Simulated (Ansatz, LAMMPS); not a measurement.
# What went wrong? amorphous Hg33S25Se8 (66 atoms)

Program: Ansatz 0.2.0. The cell: 33 Hg, 25 S and 8 Se.

input.yaml reads:

```yaml
crystal:
  lattice:
    - [12.034, 0.0, 0.0]
    - [0.0, 12.034, 0.0]
    - [0.0, 0.0, 12.034]
  atoms:
    - { symbol: Hg, position: [0.4784, 0.61002, 0.67952] }
    - { symbol: Hg, position: [0.2522, 0.17145, 0.40695] }
    - { symbol: Hg, position: [0.34347, 0.8915, 0.21875] }
    - { symbol: Hg, position: [0.01562, 0.55012, 0.46278] }
    - { symbol: Hg, position: [0.66484, 0.46175, 0.12113] }
    - { symbol: Hg, position: [0.5375, 0.75379, 0.36599] }
    - { symbol: Hg, position: [0.82581, 0.78952, 0.61907] }
    - { symbol: Hg, position: [0.52815, 0.1565, 0.13023] }
    - { symbol: Hg, position: [0.15603, 0.69886, 0.77048] }
    - { symbol: Hg, position: [0.22996, 0.42278, 0.64224] }
    - { symbol: Hg, position: [0.60882, 0.74513, 0.95478] }
    - { symbol: Hg, position: [0.75592, 0.99747, 0.89414] }
    - { symbol: Hg, position: [0.30209, 0.70339, 0.00064] }
    - { symbol: Hg, position: [0.66451, 0.97287, 0.48527] }
    - { symbol: Hg, position: [0.77086, 0.66983, 0.29684] }
    - { symbol: Hg, position: [0.17998, 0.43841, 0.96184] }
    - { symbol: Hg, position: [0.93099, 0.49672, 0.08109] }
    - { symbol: Hg, position: [0.44086, 0.46456, 0.33447] }
    [... 42 atom lines left out ...]
    - { symbol: Se, position: [0.81016, 0.04119, 0.65405] }
    - { symbol: Se, position: [0.97106, 0.61996, 0.68498] }
    - { symbol: Se, position: [0.03386, 0.13573, 0.90509] }
    - { symbol: Se, position: [0.96661, 0.38267, 0.8783] }
    - { symbol: Se, position: [0.66689, 0.47925, 0.35911] }
    - { symbol: Se, position: [0.30433, 0.22236, 0.61548] }
kpoints:
  mp_grid: { grid: [1, 1, 1] }
hamiltonian:
  xc: pbe
  pseudopotentials: { kind: paw, core: large }
scf:
  occupations: { method: fermi_dirac, width: 0.025 }
  max_iter: 1
output:
  forces: true
```

On the command line:

```sh
> ansatz run input.yaml --threads 4 --pin off --max-ram 8192MiB --backend cpu --events-out ev --progress --plain --runs-dir out
```

Numbers of over 12 decimals in the logs are rounded to 6 here.

Log:

```text
Engine: ansatz 0.2.0, x86_64-unknown-linux-gnu
Pseudopotentials: kind: paw
Pseudopotential: Hg, paw, valence charge 12, recommended cutoff 420 eV (normal), Hg.paw.azcp#standard-large-core
Pseudopotential: S, paw, valence charge 6, recommended cutoff 420 eV (normal), S.paw.azcp
Pseudopotential: Se, paw, valence charge 6, recommended cutoff 420 eV (normal), Se.paw.azcp#standard-large-core
Functional definition: PBE
  parameter kappa = 0.804
  parameter beta = 0.066725
  exchange = pbe_x(kappa = kappa, mu = beta*pi^2/3)
  correlation = pbe_c(beta = beta)
Crystal: 66 atoms, lattice volume = 1742.730 Å³
Basis set: ecut = 420 eV, 34049 PW (Γ), exchange–correlation on 162×162×162 points (8 copies of the dense FFT grid, shifted against one another)
Bands: 363, of which v1, the nominal top of the filled ones, is band 297 counted from 1 (296 counted from 0)
Symmetry: 1 space group operations
Space group: P1 (ITA 1), of the structure as read, at distance tolerance 1.2e-4 Å
k-points: 1
Non-local potential: Hg, projectors of the file, l = 0: 2, l = 1: 2, l = 2: 2, l = 3: 1
Non-local potential: S, projectors of the file, l = 0: 2, l = 1: 2, l = 2: 2
Non-local potential: Se, projectors of the file, l = 0: 2, l = 1: 2, l = 2: 2
PAW form: soft (Blöchl's): semilocal exchange-correlation on the pseudo side does not see the compensation charge
PAW one-centre angular grid: Hg, 590 points (default); XC on 64 Gauss nodes
PAW one-centre angular grid: S, 110 points (default); XC on 64 Gauss nodes
PAW one-centre angular grid: Se, 110 points (default); XC on 64 Gauss nodes
Initial density: superposition of atomic densities (chi_scale 0.1, normalization cell, long waves kept (reshape's long-wave potential 0.38 eV rms))
Initial wavefunctions: pseudopotential atomic-orbital guess
Functional: x = pbe(κ = 0.804, μ = 0.219515), c = pbe(β = 0.066725)
SCF iter   1: F=—  HF=-406456.112142 eV  |F-HF|=—  |Δ(HF+E_count)|=         —  Δρ=2.18e-2  dr2=2.28e1  ethr=3.10e-3  ⟨swp⟩=2.0  Hψ=2114  notcnv=0
preconditioner: auto → LDOS  [metal: Δε(μ)=0.032 eV  Ē_g=8.667 eV  σ=0.025 eV  W_gap=0.31  n_scr=364 (ndim 8)  ℏωp=21.7 eV  f_vac=0.051  D(μ)=43.24/eV (n_scr^D=256)  β→1.0]
Error: did not converge after 1 iterations: dr2 = 2.28e1 (threshold 1.00e-6), under the density mixer `msr1`, which `scf.mixing.algorithm: auto` chose by the deck's other keys (type `scf.mixing.algorithm: msr1` to keep it); raise `scf.max_iter`, [...]
```

Wall time 3.7 s (4 threads of Intel Xeon Platinum 8488C (Sapphire Rapids), shared host); peak memory 2 GiB.

**Question.** What is wrong with this input, and how is it mended?

Too few SCF iterations: scf.max_iter = 1.

The fix is to allow more cycles.

The run ended unconverged.

[Logs are printed without paths, hosts, clocks, repeated set-up lines and the standing remarks that a program may print on its own settings, such as how far it seeks lower states.]

[Hosts, paths, dates, database ids (printed as entryN), source tags and the programs' standing remarks are cut or masked in the printed files.]
